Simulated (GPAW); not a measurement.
**Dielectric function and optical constants of AlN**

Aim: the dielectric function of AlN, and the optical constants that follow from it. The cell comes from an older database entry, whose edges can differ from later determinations, mostly by under a per cent.

Program: GPAW 26.7.0. Level of theory: DFT, PBE, plane-wave PAW (GPAW data sets), scalar-relativistic, RPA, optical limit. Results are calculated unless marked as measured.

The database entry behind the starting cell differs from later determinations by our own check (inner coordinate u about 0.002 short), so it need not match the best structure at ambient conditions.

**1. Set-up**

It takes space group P6_3mc (No. 186, hexagonal). Conventional cell: a = 3.113 Å, b = 3.113 Å, c = 4.981 Å, α = 90.00°, β = 90.00°, γ = 120.00°. Al has 4 N at 1.89 Å nearest. Nearest to N lie 4 Al at 1.89 Å. Farther neighbours and most contacts between anions are not listed.

**2. Ground state**

First the ground state: is it a metal or has it a gap?

This step: DFT, PBE, plane-wave PAW (GPAW data sets), scalar-relativistic, ground state (GPAW 26.7.0).

File gs.py:

```python
from ase import Atoms
from ase.dft.bandgap import bandgap
from gpaw import GPAW, PW, FermiDirac

atoms = Atoms(['Al', 'Al', 'N', 'N'],
              cell=[[3.113000000000, 0.000000000000, 0.000000000000],
                    [-1.556500000000, 2.695937082000, 0.000000000000],
                    [0.000000000000, 0.000000000000, 4.981000000000]],
              scaled_positions=[[0.666666666700, 0.333333333300, 0.500000000000],
                                [0.333333333300, 0.666666666700, 0.000000000000],
                                [0.666666666700, 0.333333333300, 0.880000000000],
                                [0.333333333300, 0.666666666700, 0.380000000000]],
              pbc=[True, True, True])
atoms.calc = GPAW(mode=PW(500), xc='PBE', kpts={'size': (9, 9, 5), 'gamma': True},
                  occupations=FermiDirac(0.05), maxiter=150, txt='gs.txt')
print('energy (eV)', atoms.get_potential_energy())
print('Fermi level (eV)', atoms.calc.get_fermi_level())
print('valence electrons', atoms.calc.get_number_of_electrons())
print('gap (eV)', bandgap(atoms.calc, output=None)[0])
print('direct gap (eV)', bandgap(atoms.calc, direct=True, output=None)[0])
atoms.calc.write('gs.gpw')
```

The run is started by

```bash
OMP_NUM_THREADS=1 python gs.py
```

Numbers of over 12 decimals in the logs are rounded to 6 here.

What it wrote:

```text
__  _  _
 | _ |_)|_||  |
 |__||  | ||/\| - 26.7.0

Versions:
  Python: 3.12.14
  ASE:    3.29.0
  Numpy:  2.5.5
  Scipy:  1.18.1
  Libxc:  7.0.0

Input parameters:
  mode=PW(ecut=500.0),
  kpts=MonkhorstPack(size=(9, 9, 5), gamma=True),
  maxiter=150,
  occupations=Occupations(name='fermi-dirac', width=0.05, fixmagmom=False),
  xc=XC(name='PBE')

Diagonalizing LCAO Hamiltonian
Converting LCAO to pw mode

           N

           Al
        N

        Al

Atoms  # Å, Bohr magnetons
|   | symbol |         x |        y |        z |    initial magnetic moments |
| 0 |     Al |  1.556500 | 0.898646 | 2.490500 | ( 0.0000,  0.0000,  0.0000) |
| 1 |     Al | -0.000000 | 1.797291 | 0.000000 | ( 0.0000,  0.0000,  0.0000) |
| 2 |      N |  1.556500 | 0.898646 | 4.383280 | ( 0.0000,  0.0000,  0.0000) |
| 3 |      N | -0.000000 | 1.797291 | 1.892780 | ( 0.0000,  0.0000,  0.0000) |

Unit cell  # Å
| periodic |         x |        y |        z |  lengths |     angles |
|      yes |  3.113000 | 0.000000 | 0.000000 | 3.113000 |  90.000000 |
|      yes | -1.556500 | 2.695937 | 0.000000 | 3.113000 |  90.000000 |
|      yes |  0.000000 | 0.000000 | 4.981000 | 4.981000 | 120.000000 |

Number of symmetries: 6
Symmetry operations  # r_c * U_cc + t_c -> r_c
|   | kind |            matrix            |
| 0 |  σ   |  1, 1, 0,  0,-1, 0,  0, 0, 1 |
| 1 |  E   |  1, 0, 0,  0, 1, 0,  0, 0, 1 |
| 2 |  C3  |  0, 1, 0, -1,-1, 0,  0, 0, 1 |
| 3 |  σ   |  0,-1, 0, -1, 0, 0,  0, 0, 1 |
| 4 |  σ   | -1, 0, 0,  1, 1, 0,  0, 0, 1 |
| 5 |  C3  | -1,-1, 0,  1, 0, 0,  0, 0, 1 |

BZ-sampling:
  Number of BZ points: 405
  Number of IBZ points: 50

  Monkhorst-Pack size: [9, 9, 5]
  Monkhorst-Pack shift: [0, 0, 0]

K-points  # in reciprocal-cell coordinates
|     |                                coordinates |     weight |
|   0 | (  0.00000000,   0.00000000,   0.00000000) | 0.00246914 |
|   1 | (  0.00000000,   0.00000000,   0.20000000) | 0.00493827 |
|   2 | (  0.00000000,   0.00000000,   0.40000000) | 0.00493827 |
|   3 | (  0.11111111,   0.00000000,  -0.40000000) | 0.01481481 |
|   4 | (  0.11111111,   0.00000000,  -0.20000000) | 0.01481481 |
|   5 | (  0.11111111,   0.00000000,   0.00000000) | 0.01481481 |
|   6 | (  0.11111111,   0.00000000,   0.20000000) | 0.01481481 |
|   7 | (  0.11111111,   0.00000000,   0.40000000) | 0.01481481 |
|   8 | (  0.22222222,  -0.11111111,   0.00000000) | 0.01481481 |
|   9 | (  0.22222222,  -0.11111111,   0.20000000) | 0.02962963 |
| ... |                                            |            |
|  49 | (  0.44444444,   0.44444444,   0.40000000) | 0.02962963 |

Plane wave coefficients: 1087
Cutoff: 500.0 eV

Spin-components: 1 (collinear spins)
Bands:           14
Projectors:      20
Spin-degeneracy: 2
Datatype:        complex128

Parallelization:
  kpt:    1
  domain: 1
  band:   1

Density:
  Valence electrons: 16.0
  Components: 1
  Grid points: [18 18 27]
  Charge: 0.0  # |e|

Potential:
  Grid points: [18 18 27]

species:
  Al:
    name:    Aluminium
    id:
    Z:       13.0
    valence: 3
    core:    10
    charge:  0.0  # [|e|]
    compensation charges:
      type: gauss
      rc: 0.34  # [Å]
      lmax: 2
    cutoffs:
      filter: 1.91  # [Å]
      core: 2.36  # [Å]
    projectors
    | kind |    occ | energy [eV] | rcut [Å] |
    |   3s |  2.000 |      -7.753 |    1.085 |
    |   3p |  1.000 |      -2.712 |    1.085 |
    |    s |        |      19.459 |    1.085 |
    |    p |        |      24.499 |    1.085 |
    |    d |        |       0.000 |    1.085 |

    Using partial waves for Al as LCAO basis

  N:
    name:    Nitrogen
    id:
    Z:       7.0
    valence: 5
    core:    2
    charge:  0.0  # [|e|]
    compensation charges:
      type: gauss
      rc: 0.18  # [Å]
      lmax: 2
    cutoffs:
      filter: 1.11  # [Å]
      core: 0.96  # [Å]
    projectors
    | kind |    occ | energy [eV] | rcut [Å] |
    |   2s |  2.000 |     -18.583 |    0.603 |
    |   2p |  3.000 |      -7.089 |    0.529 |
    |    s |        |       8.629 |    0.603 |
    |    p |        |      20.123 |    0.529 |
    |    d |        |       0.000 |    0.577 |

    Using partial waves for N as LCAO basis

Reference energy: -16170.289538  # eV

eigensolver:
  PPCG
  Converge bands: occupied
  niter=2

density mixing:
  MSR1-Mixer
  Pratt-step length: 0.05
  Maximum mixing coefficient: 0.75
  Old densities: 10
  SVD Regularization: 0.005
  Good broyden scale: 1.0
  Trust region scale: 1.0
  Backstep threshold: 4.0
  History deletion threshold: 6.0
  Fourier metric: weight=20.0, sigma=0.015

occupation numbers:
  Fermi-Dirac:
    width: 0.0500  # eV

poisson solver:
  ecut: 4000.0  # eV

xc functional:
  name: PBE with 2 nearest neighbor stencil

convergence criteria:
- Maximum [total energy] change in last 3 cyles: 0.0005 eV / valence electron
- Maximum integral of absolute [dens]ity change: 0.0001 electrons / valence electron
- Maximum integral of absolute [eigenst]ate change: 4e-08 eV^2 / valence electron
maximum number of iterations: 150

SCF iterations
|iter     |      energy | eigst |  dens |
|iter:   1||  -32.162776 | -0.26 |       |
|iter:   2||  -31.227231 | -1.85 | -0.56 |
|iter:   3||  -28.486787 | -0.53 | -0.61 |
|iter:   4||  -28.506443 | -2.73 | -1.24 |
|iter:   5||  -28.517291 | -3.40 | -1.56 |
|iter:   6||  -28.517466 | -5.02 | -2.72 |
|iter:   7||  -28.517491c| -6.51 | -3.13 |
|iter:   8||  -28.517491c| -8.21c| -4.45c|

Converged in 8 steps
SCF loop duration: 9.275 s (1.159 s/step)
Energy contributions relative to reference atoms: (reference = -16170.289538)

Energy contributions:
  Kinetic:          27.920968
  Coulomb:         -22.249880
  Zero:             -0.135395
  External:          0.000000
  Xc:              -34.053184
  Entropy:          -0.000000
  Spinorbit:         0.000000
  ----------------------------
  Free energy:     -28.517491
  Extrapolated:    -28.517491

dipole moment: (0.000003, -0.000003, -6.805581)  # |e|*Ang

Fermi level: 7.090
Eigenvalues  # (at kpt = [0.000, 0.000, 0.000])
| band index |      eig [eV] | occ [0-2] |
|          0 |        -9.098 |     2.000 |
|          1 |        -6.970 |     2.000 |
|          2 |         0.162 |     2.000 |
|          3 |         5.307 |     2.000 |
|          4 |         5.307 |     2.000 |
|          5 |         5.980 |     2.000 |
|          6 |         5.980 |     2.000 |
|          7 |         6.164 |     2.000 |
|          8 |        10.299 |     0.000 |
|          9 |        12.779 |     0.000 |
|         10 |        16.808 |     0.000 |
|         11 |        17.302 |     0.000 |
|         12 |        17.302 |     0.000 |
|         13 |        19.295 |     0.000 |

Gap: 4.135 eV
Transition (v -> c):
  (s=0, k=0, n=7, [0.00, 0.00, 0.00]) -> (s=0, k=0, n=8, [0.00, 0.00, 0.00])
No difference between direct/indirect transitions

--- standard output ---
energy (eV) -28.517491
Fermi level (eV) 7.090318
valence electrons 16.0
gap (eV) 4.135265
direct gap (eV) 4.135265
```

Elapsed: 11 s, on 1 thread of Intel Xeon Platinum 8488C (Sapphire Rapids), shared host; peak memory 0.16 GiB.

Read-outs, printed or worked out from the files:

| Item | Value |
| --- | --- |
| energy | -28.52 eV |
| Fermi energy | 7.090 eV |
| gap on the k-mesh | 4.135 eV |
| direct gap on the mesh | 4.135 eV |
| electrons | 16 |

There is a gap, 4.14 eV on this mesh (points off the mesh can give less), so no carriers' term is needed.

**3. Bands for the response**

At the fixed density, many empty bands are solved on the mesh of the response, since the spectrum sums over them.

This step: DFT, PBE, plane-wave PAW (GPAW data sets), scalar-relativistic, bands at fixed density (GPAW 26.7.0).

File nscf.py:

```python
from ase.dft.bandgap import bandgap
from gpaw import GPAW, FermiDirac

calc = GPAW('gs.gpw').fixed_density(kpts={'size': (12, 12, 6), 'gamma': True}, nbands=36, convergence={'bands': 30},
                                    occupations=FermiDirac(0.001), txt='nscf.txt')
print('gap (eV)', bandgap(calc, output=None)[0])
print('direct gap (eV)', bandgap(calc, direct=True, output=None)[0])
print('top band over the Fermi level (eV)', min(calc.get_eigenvalues(kpt=k)[29] for k in range(len(calc.get_ibz_k_points()))) - calc.get_fermi_level())
calc.write('full.gpw', mode='all')
```

The run is started by

```bash
OMP_NUM_THREADS=1 python nscf.py
```

What it wrote:

```text
Diagonalizing LCAO Hamiltonian
Converting LCAO to pw mode
convergence criteria:
- Maximum integral of absolute [eigenst]ate change: 4e-08 eV^2 / valence electron
maximum number of iterations: 150

SCF iterations
|iter     |      energy | eigst |  dens |
|iter:   1||             | +3.06 |       |
|iter:   2||             | +1.47 |       |
|iter:   3||             | +0.12 |       |
|iter:   4||             | -0.88 |       |
|iter:   5||             | -2.12 |       |
|iter:   6||             | -3.18 |       |
|iter:   7||             | -4.29 |       |
|iter:   8||             | -5.31 |       |
|iter:   9||             | -6.41 |       |
|iter:  10||             | -7.11 |       |
|iter:  11||             | -7.63c|       |
SCF steps: 11
  __  _  _
 | _ |_)|_||  |
 |__||  | ||/\| - 26.7.0

Versions:
  Python: 3.12.14
  ASE:    3.29.0
  Numpy:  2.5.5
  Scipy:  1.18.1
  Libxc:  7.0.0

Input parameters:
  mode=PW(ecut=500.0),
  convergence={'bands': 30},
  gpts=array([18, 18, 27]),
  kpts=MonkhorstPack(size=(12, 12, 6), gamma=True),
  maxiter=150,
  nbands=36,
  occupations=Occupations(name='fermi-dirac', width=0.001, fixmagmom=False),
  parallel={},
  xc=XC(name='PBE')

--- standard output ---
gap (eV) 4.135265
direct gap (eV) 4.135265
top band over the Fermi level (eV) 27.614677
```

Run time: 55 s. Hardware: 1 thread; peak memory 0.24 GiB.

**4. Dielectric function, RPA**

Transitions between filled and empty bands, summed over the zone, give the optical response, so mesh, band count and broadening shape it.

The induced potential is part of this response.

This step: DFT, PBE, plane-wave PAW (GPAW data sets), scalar-relativistic, RPA, optical limit (GPAW 26.7.0).

File df.py:

```python
from gpaw.response.df import DielectricFunction

df = DielectricFunction('full.gpw', frequencies={'type': 'nonlinear', 'domega0': 0.03, 'omega2': 8},
                        ecut=50,
                        eta=0.15,
                        nbands=30,
                        txt='df.txt')
for direction in ['x', 'z']:
    df.get_dielectric_function(xc='RPA', direction=direction, filename=f'df_{direction}.csv')
```

The run is started by

```bash
OMP_NUM_THREADS=1 python df.py
```

What it wrote:

```text
Using integrator: PointIntegrator
NonLinearFrequencyDescriptor(from 0.000 to 47.611 eV, 459 points)
Nonperiodic BCs:  [False False False]
Using integrator: PointIntegrator
NonLinearFrequencyDescriptor(from 0.000 to 47.611 eV, 459 points)
Nonperiodic BCs:  [False False False]

Calculating chi0 body with:
    Ground state adapter containing:
    Number of spins: 1
    Number of kpoints: 864
    Number of irreducible kpoints: 100
    Number of completely occupied states: 8
    Number of partially occupied states: 8

    Linear response parametrization:
    q_c: [0.0, 0.0, 0.0]
    Number of frequency points: 459
    Planewave cutoff: 50.0
    Number of bands: 30
    Number of planewaves: 35
    Broadening (eta): 0.15

Integrating chi0 body.

Symmetries of q_c:
    Direct symmetries (Uq -> q): 6
    Indirect symmetries (TUq -> q): 6
In total 12 allowed symmetries.

100 groups of equivalent kpoints. 88.425926% reduction.

Integral kind: spectral function

Calculating chi0 optical extensions with:
    Ground state adapter containing:
    Number of spins: 1
    Number of kpoints: 864
    Number of irreducible kpoints: 100
    Number of completely occupied states: 8
    Number of partially occupied states: 8

    Linear response parametrization:
    Number of frequency points: 459
    Planewave cutoff: 50.0
    Number of bands: 30
    Number of planewaves: 35
    Broadening (eta): 0.15
Integrating chi0 head and wings.

Symmetries of q_c:
    Direct symmetries (Uq -> q): 6
    Indirect symmetries (TUq -> q): 6
In total 12 allowed symmetries.

100 groups of equivalent kpoints. 88.425926% reduction.

Integral kind: spectral function wings
```

Wall time 8.1 s (1 thread); peak memory 0.23 GiB.

Read-outs, printed or worked out from the files:

| Item | Value |
| --- | --- |
| electronic dielectric constant ε∞, mean over x, y and z (by symmetry where fewer were run) | 4.350 |
| main peak of Im epsilon, first axis | 7.932 eV |

Some rows of df_x.csv (energy; Re and Im without local fields; Re and Im with them):

```text
0.000000, 4.572970, 0.000000, 4.282163, -0.000000
0.429336, 4.582186, 0.006473, 4.290657, 0.005967
0.878195, 4.611964, 0.013542, 4.318113, 0.012492
1.347938, 4.666729, 0.021662, 4.368664, 0.020010
1.840057, 4.753351, 0.031559, 4.448766, 0.029221
2.356191, 4.882960, 0.044544, 4.568983, 0.041402
2.898142, 5.075088, 0.063398, 4.748092, 0.059314
3.467895, 5.369640, 0.096120, 5.025204, 0.091083
4.067647, 5.882920, 0.202833, 5.517944, 0.199739
4.699832, 6.628482, 0.728630, 6.230087, 0.748585
5.367152, 6.748652, 1.186559, 6.198683, 1.229011
6.072622, 8.158480, 2.853142, 7.398546, 2.811452
6.819608, 7.562014, 6.177226, 6.580828, 5.675220
7.611886, 5.350758, 8.541798, 4.938212, 7.539986
8.453705, 2.356414, 7.290278, 2.143086, 6.379333
9.349861, 1.471034, 4.400860, 0.945092, 3.951182
10.305790, 1.710035, 4.718586, 1.117933, 3.601216
11.327680, 0.833785, 4.695593, 1.159478, 3.358407
12.422601, -0.760095, 5.377888, 0.771376, 4.347424
13.598673, -1.768201, 3.404973, -0.566037, 3.503221
```

The Im ε has structure finer than the step of the table below, so its rows give means over 0.5 eV, whole bins alone (the curve runs from 0 to 14.0 eV). Peaks (eV: height): E ∥ x 7.91: 8.06, 8.58: 6.72, 12.59: 4.51; E ∥ z 6.93: 8.96, 9.42: 5.74, 12.26: 4.77.

Values under the direct gap are tails of Lorentzian lines. Im ε against photon energy; means over each step:

```csv
photon energy (eV),E ∥ x,E ∥ z
0.5,0.00698,0.00810
1.0,0.0144,0.0168
1.5,0.0227,0.0266
2.0,0.0328,0.0386
2.5,0.0457,0.0546
3.0,0.0641,0.0783
3.5,0.0952,0.123
4.0,0.193,0.311
4.5,0.496,0.798
5.0,1.08,0.937
5.5,1.32,1.83
6.0,2.55,3.90
6.5,4.27,6.93
7.0,5.95,8.54
7.5,6.92,6.87
8.0,7.31,5.16
8.5,6.18,3.64
9.0,4.72,3.56
9.5,3.89,5.21
10.0,3.68,4.58
10.5,3.62,4.02
11.0,3.89,3.22
11.5,3.62,3.61
12.0,3.90,4.55
12.5,4.31,4.40
13.0,4.08,3.93
13.5,3.62,3.36
```

Table of Re ε by photon energy:

```csv
photon energy (eV),E ∥ x,E ∥ z
0.0,4.28,4.49
0.5,4.29,4.50
1.0,4.33,4.54
1.5,4.39,4.61
2.0,4.48,4.72
2.5,4.61,4.87
3.0,4.79,5.09
3.5,5.04,5.41
4.0,5.44,5.92
4.5,5.91,6.53
5.0,6.32,6.97
5.5,6.59,7.59
6.0,7.44,8.93
6.5,7.97,8.40
7.0,6.39,3.79
7.5,5.53,2.03
8.0,1.97,0.549
8.5,1.85,1.30
9.0,0.177,2.37
9.5,0.890,1.59
10.0,1.06,0.804
10.5,1.40,0.316
11.0,0.585,0.573
11.5,1.21,1.63
12.0,0.846,0.794
12.5,0.562,-0.243
13.0,0.172,0.00439
13.5,-0.660,-1.30
```

Table of refractive index n and extinction k by photon energy:

```csv
photon energy (eV),"n, E ∥ x","k, E ∥ x","n, E ∥ z","k, E ∥ z"
0.0,2.07,0,2.12,0
0.5,2.07,0.00168,2.12,0.00190
1.0,2.08,0.00345,2.13,0.00392
1.5,2.10,0.00541,2.15,0.00617
2.0,2.12,0.00771,2.17,0.00885
2.5,2.15,0.0106,2.21,0.0123
3.0,2.19,0.0145,2.26,0.0172
3.5,2.25,0.0209,2.33,0.0258
4.0,2.33,0.0371,2.43,0.0621
4.5,2.43,0.0851,2.56,0.168
5.0,2.52,0.182,2.64,0.142
5.5,2.58,0.229,2.77,0.291
6.0,2.77,0.481,3.07,0.688
6.5,2.91,0.719,3.11,1.13
7.0,2.74,1.06,2.58,1.70
7.5,2.68,1.29,2.15,1.61
8.0,2.24,1.75,1.73,1.57
8.5,2.09,1.58,1.62,1.15
9.0,1.58,1.52,1.80,0.931
9.5,1.57,1.26,1.90,1.43
10.0,1.55,1.16,1.64,1.37
10.5,1.60,1.08,1.44,1.33
11.0,1.52,1.31,1.38,1.15
11.5,1.60,1.16,1.67,1.08
12.0,1.55,1.25,1.64,1.38
12.5,1.59,1.41,1.45,1.53
13.0,1.46,1.40,1.39,1.39
13.5,1.19,1.44,1.03,1.54
```

The Im ε, E ∥ x has structure finer than the step of the table below, so its rows give means over 0.5 eV, whole bins alone (the curve runs from 0 to 14.0 eV). Peaks (eV: height): without local fields 7.91: 8.94, 8.52: 7.55, 10.81: 6.37; with local fields 7.91: 8.06, 8.58: 6.72, 12.59: 4.51.

Values under the direct gap are tails of Lorentzian lines. Table of Im ε, E ∥ x by photon energy; means over each step:

```csv
photon energy (eV),without local fields,with local fields
0.5,0.00757,0.00698
1.0,0.0156,0.0144
1.5,0.0246,0.0227
2.0,0.0353,0.0328
2.5,0.0491,0.0457
3.0,0.0684,0.0641
3.5,0.100,0.0952
4.0,0.196,0.193
4.5,0.487,0.496
5.0,1.05,1.08
5.5,1.29,1.32
6.0,2.57,2.55
6.5,4.51,4.27
7.0,6.59,5.95
7.5,7.82,6.92
8.0,8.04,7.31
8.5,6.91,6.18
9.0,5.11,4.72
9.5,4.45,3.89
10.0,4.60,3.68
10.5,5.13,3.62
11.0,5.41,3.89
11.5,5.02,3.62
12.0,5.15,3.90
12.5,5.11,4.31
13.0,4.37,4.08
13.5,3.43,3.62
```

The loss function −Im 1/ε at q → 0 has structure finer than the step of the table below, so its rows give means over 0.25 eV, whole bins alone (the curve runs from 0 to 14.0 eV). Peaks (eV: height): E ∥ x 10.377: 0.258, 11.177: 0.283; E ∥ z 8.269: 0.254, 11.103: 0.312, 12.916: 0.280.

Values under the direct gap are tails of Lorentzian lines. Loss function −Im 1/ε at q → 0 against energy loss; means over each step:

```csv
energy loss (eV),E ∥ x,E ∥ z
0.25,1.9e-4,2.0e-4
0.50,3.8e-4,4.0e-4
0.75,5.7e-4,6.0e-4
1.00,7.7e-4,8.1e-4
1.25,9.7e-4,0.00102
1.50,0.00118,0.00125
1.75,0.00140,0.00148
2.00,0.00163,0.00173
2.25,0.00187,0.00199
2.50,0.00214,0.00229
2.75,0.00244,0.00262
3.00,0.00278,0.00300
3.25,0.00318,0.00347
3.50,0.00369,0.00413
3.75,0.00444,0.00531
4.00,0.00596,0.00879
4.25,0.0103,0.0120
4.50,0.0124,0.0204
4.75,0.0210,0.0217
5.00,0.0238,0.0161
5.25,0.0339,0.0280
5.50,0.0269,0.0280
5.75,0.0300,0.0310
6.00,0.0421,0.0434
6.25,0.0470,0.0516
6.50,0.0521,0.0589
6.75,0.0694,0.0758
7.00,0.0787,0.0962
7.25,0.0894,0.122
7.50,0.0896,0.134
7.75,0.101,0.157
8.00,0.123,0.187
8.25,0.156,0.243
8.50,0.144,0.240
8.75,0.175,0.228
9.00,0.211,0.195
9.25,0.244,0.146
9.50,0.242,0.168
9.75,0.245,0.193
10.00,0.253,0.214
10.25,0.251,0.215
10.50,0.247,0.254
10.75,0.216,0.271
11.00,0.247,0.303
11.25,0.274,0.282
11.50,0.247,0.232
11.75,0.239,0.207
12.00,0.245,0.213
12.25,0.235,0.212
12.50,0.223,0.224
12.75,0.245,0.258
13.00,0.245,0.258
13.25,0.239,0.226
13.50,0.274,0.265
13.75,0.271,0.300
```

From ε follow the optical constants at some laser and lamp lines:

```csv
wavelength (nm),n x,k x,R (%) x,1/α x,n z,k z,R (%) z,1/α z
1064,2.08,0.004,12.4,21 µm,2.14,0.005,13.1,18 µm
633,2.11,0.008,12.8,6.7 µm,2.17,0.009,13.6,5.9 µm
532,2.14,0.010,13.1,4.4 µm,2.19,0.011,14.0,3.8 µm
450,2.17,0.012,13.6,2.9 µm,2.23,0.015,14.5,2.5 µm
405,2.19,0.015,14.0,2.1 µm,2.26,0.018,15.0,1.8 µm
308,2.34,0.039,16.1,631 nm,2.44,0.067,17.6,364 nm
193,2.89,0.641,25.6,24 nm,3.11,1.008,30.6,15 nm
```

Below the direct gap, k and the depth come from the tails of the Lorentzian lines, not from transitions.

Rows near the edge hang on the gap, which this functional as a rule makes too small, and phonon-assisted absorption is left out.

At 1064 nm the birefringence n(z) − n(x) is +0.051: the crystal is uniaxial positive at this level.

**5. What came out**

| Quantity | Value |
| --- | --- |
| electronic dielectric constant ε∞, mean over x, y and z (by symmetry where fewer were run) (RPA) | 4.35 |
| main peak of Im epsilon, first axis | 7.93 eV |

What this shows: At this level (PBE, RPA) AlN has a mean ε∞ = 4.35 and n = 2.08 at 1550 nm (E ∥ x), and Im ε peaks at 7.9 eV (E ∥ x). On the mesh the gap is 4.14 eV and the least direct gap 4.14 eV. Local fields change the static value along x from 4.57 to 4.28 (-6 %). Distinct maxima of Im ε, read by a parabola through the highest points, lie at 7.93 eV (8.1), 8.55 eV (6.7), 10.86 eV (4.4) and 12.55 eV (4.5) for E ∥ x. The static values by axis are 4.28 (x), 4.49 (z). At 1064 nm the birefringence n(z) − n(x) is +0.051: the crystal is uniaxial positive at this level. Excitons and phonon-assisted transitions are missing; PBE gaps are as a rule too small, which pulls the onset down and ε∞ up. The sum runs over mesh points, so small or evenly spaced maxima can still be ripples of the mesh.

[Machine, clock and banner lines and Python warnings are left out of the logs.]

[Logs are printed without paths, hosts, clocks, repeated set-up lines and the standing remarks that a program may print on its own settings, such as how far it seeks lower states.]

[Hosts, paths, dates, database ids (printed as entryN), source tags and the programs' standing remarks are cut or masked in the printed files.]
